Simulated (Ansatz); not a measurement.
Rows from a G0W0 calculation on Ga2AsP (zincblende [001] superlattice) (P-4m2) (Ansatz 0.2.0; G0W0 on PBEsol, plane waves, PAW; PAW set soft_1; 4×4×4 mesh, 41 empty bands, screening to 36 eV, PAW set soft_1 files), in eV. Spin-orbit coupling is left out.

The structure was built from a prototype and need not be the compound's stable phase.

```csv
row,k,band,start,Σx,Σc at the solution,Vxc
A,Γ,c2,8.898,-7.237,-3.482,-11.229
B,"(-0.500, -0.500, 0.000)",c1,8.628,-7.069,-3.341,-10.855
C,Γ,v1,7.488,-17.092,1.888,-15.416
D,"(-0.500, -0.500, 0.000)",v1,4.872,-15.776,2.529,-13.297
E,Γ,c1,8.521,-10.928,-3.365,-15.273
F,"(-0.500, -0.500, 0.000)",c2,9.110,-8.050,-3.365,-12.034
```

**Question.** Give the quasiparticle energies and the shift of each level.

The quasiparticle equation reads E = start + Σx + Σc(E) − Vxc.

```csv
row,E (eV),shift (eV)
A,9.408,+0.510
B,9.073,+0.445
C,7.700,+0.212
D,4.921,+0.049
E,9.501,+0.980
F,9.729,+0.619
```

Limits: not at the basis limit; no spin-orbit coupling; coarse k mesh.

[Paths, hosts, dates, memory and timing lines, banners, echoed tables and standing remarks are left out of the program output.]

[Logs are printed without paths, hosts, clocks, repeated set-up lines and the standing remarks that a program may print on its own settings, such as how far it seeks lower states.]

[Runs of the session that timed out or met a known fault of the program may be left out.]

[Cells called generated may have been cut or substituted from an entry of the Crystallography Open Database or the Materials Project.]

[Hosts, paths, dates, database ids (printed as entryN), source tags and the programs' standing remarks are cut or masked in the printed files.]
